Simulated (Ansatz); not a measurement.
# Tc of Ca (Fm-3m) from its phonons

Wanted: λ, ω_log and Tc of Ca (Fm-3m). The cell shown first is the database's, unrelaxed.

Program: Ansatz 0.2.0. Level of theory: DFT PBE, scalar-relativistic, plane waves, PAW; PAW set soft_1, in the first sound run; inputs show where later runs differ. Results are calculated unless marked as measured.

This is a report of a sequence of runs, with most program output left out.

## Step 1: The starting structure

Symmetry: Fm-3m, No. 225, cubic system. Conventional cell: a = 5.588 Å, b = 5.588 Å, c = 5.588 Å, α = 90.00°, β = 90.00°, γ = 90.00°. Nearest to Ca lie 12 Ca at 3.95 Å.

Structure file:

```cif
data_structure
_symmetry_space_group_name_H-M 'Fm-3m'
_symmetry_Int_Tables_number 225
_cell_length_a 5.5884
_cell_length_b 5.5884
_cell_length_c 5.5884
_cell_angle_alpha 90.000
_cell_angle_beta 90.000
_cell_angle_gamma 90.000
_cell_volume 174.53
loop_
_atom_site_label
_atom_site_type_symbol
_atom_site_symmetry_multiplicity
_atom_site_Wyckoff_symbol
_atom_site_fract_x
_atom_site_fract_y
_atom_site_fract_z
_atom_site_occupancy
Ca1 Ca 4 a 0.00000 0.00000 0.00000 1
```

## Step 2: Resistivity: the database cell, unrelaxed

The run that gives the couplings also evaluates McMillan's and Allen and Dynes's formulas and, where asked, the Eliashberg equations, over a range of μ*.

Contents of input.yaml:

```yaml
crystal:
  lattice:
    - [0.0, 2.7942, 2.7942]
    - [2.7942, 0.0, 2.7942]
    - [2.7942, 2.7942, 0.0]
  atoms:
    - { symbol: Ca, position: [0.0, 0.0, 0.0] }
kpoints:
  mp_grid: { grid: [12, 12, 12] }
hamiltonian:
  xc: pbe
  pseudopotentials: { kind: paw, azcp: { folder: soft_1 } }
scf:
  occupations: { method: methfessel_paxton, width: 0.2 }
output:
  eigenvalues: true
phonons:
  method: dfpt
  qmesh: [4, 4, 4]
  temperatures: { t_max: 1000, t_step: 50 }
  qpath:
    path:
      - [[0.0, 0.0, 0.0], [0.5, 0.0, 0.5], [0.625, 0.25, 0.625]]
      - [[0.375, 0.375, 0.75], [0.0, 0.0, 0.0], [0.5, 0.5, 0.5], [0.5, 0.25, 0.75], [0.5, 0.0, 0.5]]
    npoints: 6
  electrical_resistivity:
    mesh: [16, 16, 16]
    temperatures: [20.0, 50.0, 80.0, 100.0, 150.0, 200.0, 273.0, 300.0, 400.0, 500.0, 600.0, 800.0]
  superconductivity: { mesh: [16, 16, 16], eliashberg_equations: false }
```

The run is started by

```console
ansatz run input.yaml --threads 16 --pin off --max-ram 92160MiB --backend cuda --events-out ev --progress --plain --runs-dir out --max-vram 78GiB
```

Elapsed: 14 s, on 1 × NVIDIA GB200 with 16 threads of Arm Neoverse V2, shared host; peak memory 2.8 GiB; 1.7 min of CPU time.

Numbers from this step:

```yaml
volume_per_atom: 43.63 Å³/atom
metallic_on_mesh: yes
gap_on_the_k_mesh: 0 eV
zero_point_energy: 0.01986 eV/cell
share_of_imaginary_modes_in_the_plain_interpolation_between_solved_wavevectors: 0
highest_frequency_solved_or_plainly_interpolated: 155.4 cm⁻¹
debye_temperature_second_moment: 206 K
resistivity_at_300_k: 7.543 μΩ cm
coupling_constant_lambda: 0.127
density_of_states_at_the_fermi_level: 0.6889 states/eV a spin and cell
log_mean_phonon_energy_omega_log: 11.42 meV
transport_coupling_constant_lambda_tr: 0.1193, 0.1193, 0.1193 (xx, yy, zz)
drude_plasma_energy: 4.213, 4.213, 4.213 eV (xx, yy, zz)
resistivity_times_mean_free_path: 13.55, 13.55, 13.55 × 10⁻¹⁶ Ω m² (xx, yy, zz)
second_moment_phonon_energy_omega: 13.58 meV
coupling_lambda_by_branch: 0.0353, 0.0218, 0.0699 (branches by rank of frequency)
```

An empty cell: under 1 mK by a formula, or no transition down to the floor of the Eliashberg search. Transition temperatures:

```tsv
μ*	McMillan Tc (K)	Allen–Dynes Tc (K)
0.08	-	-
0.1	-	-
0.12	-	-
0.13	-	-
0.14	-	-
0.16	-	-
0.2	-	-
```

## Step 3: Coupling and resistivity: PseudoDojo files

Another set of potentials is tried, at its own relaxed cell, which can differ from that of the runs before.

This step: DFT PBE, scalar-relativistic, plane waves, PseudoDojo norm-conserving pseudopotentials (Ansatz 0.2.0).

Changes to input.yaml since step 2:

```diff
@@ -2,5 +2,5 @@
   lattice:
-    - [0.0, 2.7942, 2.7942]
-    - [2.7942, 0.0, 2.7942]
-    - [2.7942, 2.7942, 0.0]
+    - [0.0, 2.7617452964, 2.7617452964]
+    - [2.7617452964, 0.0, 2.7617452964]
+    - [2.7617452964, 2.7617452964, 0.0]
   atoms:
@@ -11,3 +11,3 @@
   xc: pbe
-  pseudopotentials: { kind: paw, azcp: { folder: soft_1 } }
+  pseudopotentials: { kind: nc, accuracy: standard }
 scf:
```

The job ended after 19 s (1 × NVIDIA GB200 with 16 threads; peak memory 3.1 GiB; 2.5 min of CPU time).

This step gave:

- volume per atom: 42.13 Å³/atom
- zero point energy: 0.02073 eV/cell
- highest frequency, solved or plainly interpolated: 164.8 cm⁻¹
- Debye temperature (second moment): 215 K
- resistivity at 300 K: 8.26 μΩ cm
- coupling constant λ: 0.1254
- density of states at the Fermi level: 0.6876 states/eV a spin and cell
- log mean phonon energy ħω_log: 11.41 meV
- transport coupling constant λ_tr: 0.1242, 0.1242, 0.1242 (xx, yy, zz)
- Drude plasma energy: 4.101, 4.101, 4.101 eV (xx, yy, zz)
- resistivity times mean free path: 13.78, 13.78, 13.78 × 10⁻¹⁶ Ω m² (xx, yy, zz)
- second-moment phonon energy ħω₂: 13.91 meV
- coupling λ by branch: 0.0382, 0.022, 0.0652 (branches by rank of frequency)

An empty cell: under 1 mK by a formula, or no transition down to the floor of the Eliashberg search. Transition temperatures:

```tsv
μ*	McMillan Tc (K)	Allen–Dynes Tc (K)
0.08	-	-
0.1	-	-
0.12	-	-
0.13	-	-
0.14	-	-
0.16	-	-
0.2	-	-
```

## Step 4: Resistivity: finite displacements

Finite displacements in a supercell are the other road to force constants and couplings; here with the base functional.

This step: DFT PBE, scalar-relativistic, plane waves, PAW; PAW set soft_1 (Ansatz 0.2.0).

Changes to input.yaml since step 3:

```diff
@@ -2,5 +2,5 @@
   lattice:
-    - [0.0, 2.7617452964, 2.7617452964]
-    - [2.7617452964, 0.0, 2.7617452964]
-    - [2.7617452964, 2.7617452964, 0.0]
+    - [0.0, 2.7620523563, 2.7620523563]
+    - [2.7620523563, 0.0, 2.7620523563]
+    - [2.7620523563, 2.7620523563, 0.0]
   atoms:
@@ -11,3 +11,3 @@
   xc: pbe
-  pseudopotentials: { kind: nc, accuracy: standard }
+  pseudopotentials: { kind: paw, azcp: { folder: soft_1 } }
 scf:
@@ -17,4 +17,4 @@
 phonons:
-  method: dfpt
-  qmesh: [4, 4, 4]
+  method: fd
+  supercell: [4, 4, 4]
   temperatures: { t_max: 1000, t_step: 50 }
```

Wall time 21 s (1 × NVIDIA GB200 with 16 threads); peak memory 4.3 GiB.

This step gave:

```
volume per atom                                   : 42.14 Å³/atom
zero point energy                                 : 0.02074 eV/cell
highest frequency, solved or plainly interpolated : 164.9 cm⁻¹
resistivity at 300 K                              : 8.242 μΩ cm
coupling constant λ                               : 0.1252
density of states at the Fermi level              : 0.6873 states/eV a spin and cell
log mean phonon energy ħω_log                     : 11.42 meV
transport coupling constant λ_tr                  : 0.124, 0.124, 0.124 (xx, yy, zz)
Drude plasma energy                               : 4.102, 4.102, 4.102 eV (xx, yy, zz)
coupling λ by branch                              : 0.0382, 0.022, 0.065 (branches by rank of frequency)
```

An empty cell: under 1 mK by a formula, or no transition down to the floor of the Eliashberg search. Transition temperatures:

```tsv
μ*	McMillan Tc (K)	Allen–Dynes Tc (K)
0.08	-	-
0.1	-	-
0.12	-	-
0.13	-	-
0.14	-	-
0.16	-	-
0.2	-	-
```

The Eliashberg function α²F by phonon energy; read off at these points:

```tsv
phonon energy (meV)	α²F	α²F tr
0.50	0	0
1.00	7.6e-5	7.6e-5
1.50	3.9e-4	2.0e-4
2.00	0.00191	0.00111
2.50	0.00327	0.00249
3.00	0.00473	0.00449
3.50	0.00652	0.00728
4.00	0.00882	0.0110
4.50	0.0104	0.0141
5.00	0.0126	0.0185
5.50	0.0146	0.0221
6.00	0.0160	0.0251
6.50	0.0178	0.0288
7.00	0.0194	0.0308
7.50	0.0199	0.0307
8.00	0.0205	0.0309
8.50	0.0210	0.0305
9.00	0.0216	0.0298
9.50	0.0239	0.0309
10.00	0.0265	0.0322
10.50	0.0287	0.0332
11.00	0.0314	0.0348
11.50	0.0338	0.0357
12.00	0.0378	0.0378
12.50	0.0422	0.0416
13.00	0.0463	0.0460
13.50	0.0431	0.0421
14.00	0.0404	0.0366
14.50	0.0411	0.0349
15.00	0.0428	0.0343
15.50	0.0511	0.0392
16.00	0.0644	0.0492
16.50	0.0937	0.0679
17.00	0.0990	0.0709
17.50	0.108	0.0766
18.00	0.138	0.0990
18.50	0.240	0.178
18.78	0.310	0.224
19.00	0.106	0.0799
19.50	0.0289	0.0236
20.00	0.0196	0.0155
```

The coupling constant from the curve is λ = 0.13; modes below 14.1 meV give half. The Eliashberg function α²F (α²F) has its highest peak at 18.8 meV.

## Step 5: What came out

- meshes: supercell 4×4×4, k 12×12×12, scattering 16×16×16
- coupling constant λ: 0.125
- log mean phonon energy ħω_log: 11.4 meV

In words: In the last run (PBE, finite displacements, supercell 4×4×4, k 12×12×12, scattering 16×16×16), with λ = 0.13 and ħω_log = 11.4 meV, Tc at μ* = 0.13 is under 1 mK by the formulas. Wikipedia's list of superconducting elements holds no transition of Ca at normal pressure, in line with the calculation. In that run Allen and Dynes's formula gives no transition above 0.05 K at μ* = 0.10 or more. By the run's own test λ is not converged in the fine mesh: it moves by 21 % between the two finest. The run's transport test calls it not converged in the mesh; ρ(300 K) moves by 3 % in the component that moves most. Over the runs, λ takes the values 0.127, 0.125 and 0.125, in the order shown. μ* is a typed number, phonons are harmonic, and spin fluctuations are left out; with λ this near or under μ*(1 + 0.62 λ), the formulas give Tc only to its order of magnitude, or none.

[Logs are printed without paths, hosts, clocks, repeated set-up lines and the standing remarks that a program may print on its own settings, such as how far it seeks lower states.]

[Hosts, paths, dates, database ids (printed as entryN), source tags and the programs' standing remarks are cut or masked in the printed files.]
